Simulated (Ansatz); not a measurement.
# CsHgBr3: which shell does photoemission see at 21.2 and 40.8 eV? (LDA)

The valence band of CsHgBr3 mixes several shells. Work out by hand which one leads the spectrum's area at each photon energy.

Filled states come from the projected DOS of Ansatz 0.2.0 (LDA, plane waves); cross sections σ and asymmetry parameters β are those of free atoms in a Dirac–Hartree–Slater calculation. A shell's area is states × σ × angular factor, which is 1 + β·P₂(cos θ) for linear light, with θ = 54.7° from the polarisation and P₂ = 0.001.

**At 21.2 eV** (states counted from 11.2 eV below the zero; other shells add 0.46 to the products' sum of 288):

| shell | filled states a cell | cross section (Mb an electron) | β | angular factor | product | share by hand (%) | share in the simulated spectrum (%) |
| --- | --- | --- | --- | --- | --- | --- | --- |
| Hg 5d | 29.49 | 1.94 | -0.18 | 1.00 | 57.3 | 20 | 20 |
| Cs 5p | 17.74 | 4.07 | 1.86 | 1.00 | 72.3 | 25 | 25 |
| Br 4p | 49.91 | 3.16 | 1.76 | 1.00 | 158 | 55 | 55 |

**At 40.8 eV** (states counted from 21.7 eV below the zero; other shells add 1.4 to the products' sum of 139):

```
shell  filled states a cell  cross section (Mb an electron)     β  angular factor  product  share by hand (%)  share in the simulated spectrum (%)
Hg 5d                 29.84                            4.08  0.44            1.00      122                 87                                   87
Cs 5p                 17.76                           0.329  1.52            1.00     5.85                  4                                    4
Br 4p                 49.98                           0.204  1.51            1.00     10.2                  7                                    7
```

Br 4p leads at 21.2 eV and Hg 5d at 40.8 eV. Between the two energies σ of Br 4p changes by a factor 0.065 and that of Hg 5d by 2.1, so their ratio moves 33-fold in favour of the second. The simulated spectrum uses the same rule on the energy-resolved DOS, so the two share columns agree within a few points.

Only crystals where the two columns agree within 4 points and the lead is clear are worked in this form. Free-atom cross sections ignore the solid's final states, no escape depth or background enters, and the count of states a shell hangs on the projection.

[Logs are printed without paths, hosts, clocks, repeated set-up lines and the standing remarks that a program may print on its own settings, such as how far it seeks lower states.]
